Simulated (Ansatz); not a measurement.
# One crystal, many levels of theory: LaInO3 (Pnma), part 2 of 2

Aim: the gap of LaInO3 (Pnma) at several levels of theory on one structure, with the time that each takes.

Ansatz 0.2.0; density functionals, hybrids and G0W0, plane waves, PAW. Known limits of the many-body steps: finite bands, screening cutoff and k mesh; no spin-orbit coupling in G0W0; d shells not analysed; screening cutoff under 40 eV in some runs.

So far. Step 8 (G0W0@HSE06, 2×2×2 mesh, 436 empty bands, screening to …): Over all 8 irreducible mesh points the G0W0 gap is 4.795 eV, direct, at k = Γ. The HSE06 gap of this run on the mesh is 4.380 eV. The two states that bound the G0W0 gap lie that far apart at the start, so the correction of the gap is 4.795 − 4.380 = +0.415 eV. G0W0@HSE06 against G0W0@r2SCAN with 520 bands (a further run, in the table below): 4.795 − 4.442 = +0.353 eV.

In doubt: masses and optical values from hybrid runs of this build are listed as unsure (steps 8, 9), which bears on the screening that GW takes from such a start.

## Step 10: Gap and time by level

Each gap is the least one over the points named; times are wall times on shared hosts, not benchmarks. A G0W0 time includes the run's own self-consistent start. Runs with listed points see these and the mesh alone, so an edge that moves elsewhere is missed. Rows marked * are further runs, not shown as steps, whose inputs differ from the G0W0 step on the same start in the columns given; solver thresholds can differ too.

```csv
level,mesh,"files, cutoff","bands summed, screening",points,gap (eV),valence top,conduction bottom,least direct gap (eV),time
LDA,4×4×4,"soft_2 PAW, 420 eV",-,mesh and listed points,2.838,Γ,Γ,2.838,2 s
r2SCAN,4×4×4,"soft_2 PAW, 500 eV",-,mesh and path,3.556,Γ,Γ,3.556,4.1 s
r2SCAN+SOC,4×4×4,"soft_2 PAW, 500 eV",-,mesh and listed points,3.556,Γ,Γ,3.556,6.2 s
HSE06,4×2×4,"soft_2 PAW, 420 eV",-,mesh and listed points,4.373,Γ,Γ,4.373,31 s
PBE0,4×2×4,"soft_2 PAW, 420 eV",-,mesh and listed points,5.094,Γ,Γ,5.094,36 s
G0W0@r2SCAN*,2×2×2,"soft_2 PAW, 500 eV","238, 39 eV",all 8 irreducible mesh points,4.753,Γ,Γ,4.753,4.6 s
G0W0@r2SCAN*,2×2×2,"soft_2 PAW, 500 eV","520, 78 eV",all 8 irreducible mesh points,4.442,Γ,Γ,4.442,7.8 s
G0W0@r2SCAN,2×2×2,"soft_2 PAW, 500 eV","1024, 130 eV",all 8 irreducible mesh points,4.528,Γ,Γ,4.528,18 s
G0W0@HSE06,2×2×2,"soft_2 PAW, 420 eV","520, 78 eV",all 8 irreducible mesh points,4.795,Γ,Γ,4.795,32 s
G0W0@PBE0,2×2×2,"soft_2 PAW, 420 eV","520, 78 eV",all 8 irreducible mesh points,4.991,Γ,Γ,4.991,30 s
```

Computed less measured, in eV, for the reports listed at the start; nothing is added to the computed values:

```csv
row,computed (eV),4.52 eV (2021),4.46 eV (2021),4.35 eV (2021),4.13 eV (2017),4.39 eV (2021)
"LDA, gap",2.838,−1.682,−1.622,−1.512,−1.292,−1.552
"r2SCAN, gap",3.556,−0.964,−0.904,−0.794,−0.574,−0.834
"r2SCAN+SOC, gap",3.556,−0.964,−0.904,−0.794,−0.574,−0.834
"HSE06, gap",4.373,−0.147,−0.087,+0.023,+0.243,−0.017
"PBE0, gap",5.094,+0.574,+0.634,+0.744,+0.964,+0.704
"G0W0@r2SCAN (1024 bands, 2×2×2), gap",4.528,+0.008,+0.068,+0.178,+0.398,+0.138
"G0W0@HSE06, gap",4.795,+0.275,+0.335,+0.445,+0.665,+0.405
"G0W0@PBE0, gap",4.991,+0.471,+0.531,+0.641,+0.861,+0.601
```

## Step 11: Summary of results

```yaml
lda_over_mesh_and_listed_points: 2.838 eV
r2scan_over_mesh_and_path: 3.556 eV
r2scan_soc_over_mesh_and_listed_points: 3.556 eV
hse06_over_mesh_and_listed_points: 4.373 eV
pbe0_over_mesh_and_listed_points: 5.094 eV
g0w0_r2scan_1024_bands_2x2x2_over_all_8_irreducible_mesh_points: 4.528 eV
g0w0_hse06_over_all_8_irreducible_mesh_points: 4.795 eV
g0w0_pbe0_over_all_8_irreducible_mesh_points: 4.991 eV
known_limits: finite bands, screening cutoff and k mesh; no spin-orbit coupling in G0W0; d shells not analysed; screening cutoff under 40 eV in some runs
```

The rows run from 2.838 eV (LDA) to 5.094 eV (PBE0). They differ in mesh, plane-wave cutoff, bands and screening cutoff of G0W0 and the points over which the gap was sought as well as in level, so only pairs that share these are like for like. r2SCAN+SOC against r2SCAN: 3.556 − 3.556 = +0.000 eV, with the same mesh, set of files (read in its fully relativistic form for the spin-orbit run) and cutoff, and both edges at the same k points. The spin-orbit run sees mesh and listed points alone, so its gap is an upper bound: the coupling can move an edge off these points, and the change over the zone, its sign included where it is small, is not known. PBE0 against HSE06: 5.094 − 4.373 = +0.721 eV, with the same mesh, files and cutoff, and both edges at the same k points. G0W0@PBE0 against G0W0@HSE06 with 520 bands: 4.991 − 4.795 = +0.196 eV, with the same mesh, files and cutoffs, and both edges at the same k points. G0W0@r2SCAN (1024 bands, 2×2×2) moves the gap of its own start on the mesh by 4.528 − 3.554 = +0.974 eV, between the same two levels. Both edges that r2SCAN shows over mesh and path lie at k points where levels were corrected. Levels at other points were not corrected, so a lower G0W0 gap elsewhere in the zone is not ruled out. G0W0@HSE06 moves the gap of its own start on the mesh by 4.795 − 4.380 = +0.415 eV, between the same two levels. Both edges that HSE06 shows over mesh and listed points lie at k points where levels were corrected. Levels at other points were not corrected, so a lower G0W0 gap elsewhere in the zone is not ruled out. G0W0@PBE0 moves the gap of its own start on the mesh by 4.991 − 5.110 = −0.119 eV, between the same two levels. Both edges that PBE0 shows over mesh and listed points lie at k points where levels were corrected. Levels at other points were not corrected, so a lower G0W0 gap elsewhere in the zone is not ruled out. What spin-orbit coupling does to the G0W0 levels was not computed, so no sum with the G0W0 gap is formed. Against experiment, G0W0@r2SCAN (1024 bands, 2×2×2) at 4.528 eV lies +0.008 eV from 4.52 eV (2021), +0.068 eV from 4.46 eV (2021), +0.178 eV from 4.35 eV (2021), +0.398 eV from 4.13 eV (2017) and +0.138 eV from 4.39 eV (2021). The reports themselves run from 4.13 eV to 4.52 eV. The differences hold parts that these runs do not separate: finite bands, cutoffs and mesh, points of the zone that were not corrected, the start of G0W0, spin-orbit coupling missing from it, static nuclei, no electron-hole attraction, and what each experiment reads as the gap. How much each gives is not known from the steps shown. For G0W0@r2SCAN: from 238 bands and 39 eV to 1024 bands and 130 eV the gap moves by 4.528 − 4.753 = −0.225 eV (rung by rung 4.753, 4.442, 4.528 eV); bands and screening cutoff rise together, so their parts are not told apart. The gap turns back along the series (4.753, 4.442, 4.528 eV), so no line is drawn and the limit is not known. The other G0W0 rows are shown at one basis each (520 bands), so their distance from the limit is not known here. For G0W0@r2SCAN (1024 bands, 2×2×2): the program marks 25 of the 64 corrected levels as in doubt (energies apart, Σc rises), neither edge state among them. For G0W0@PBE0: the program's warnings for this run: coarse exchange mesh. The G0W0 runs are scalar-relativistic. One-shot GW is known to converge slowly in bands for compounds with shallow d shells. The cell holds In; the filling of the d shell and its place against the gap were not analysed here. The cell holds La; where the f levels lie against the gap was not analysed here. No pair of G0W0 runs that differ in the mesh alone is shown (2×2×2 is a supercell whose nearest images lie 11 Å apart), so the error from the mesh is not known here. G0W0@r2SCAN runs of this series with other atomic data on the same mesh, not shown as steps, give 4.425 eV (hard PAW, 1050 eV, 536 bands, screening to 78 eV; the table's row with the same empty bands and screening cutoff has 4.442 eV); where bands and cutoffs differ too, the part of the files is not isolated. A screening cutoff under 40 eV is crude: G0W0@r2SCAN with 238 bands at 39 eV.

[Paths, hosts, dates, memory and timing lines, banners, echoed tables and standing remarks are left out of the program output.]

[Logs are printed without paths, hosts, clocks, repeated set-up lines and the standing remarks that a program may print on its own settings, such as how far it seeks lower states.]

[Runs of the session that timed out or met a known fault of the program may be left out.]

[Cells called generated may have been cut or substituted from an entry of the Crystallography Open Database or the Materials Project.]

[Hosts, paths, dates, database ids (printed as entryN), source tags and the programs' standing remarks are cut or masked in the printed files.]

[Where an RPA ε∞ is given, it is that of the G0W0 mesh and is not shown converged in it. Names of k-points follow the symmetry that the program found, which can be lower than the space group named. Band edges on a path are those of the sampled points; other points can move an edge, and change direct to indirect where valleys lie close.]

[Hybrid gaps are those of their k-mesh and are not shown converged in it.]
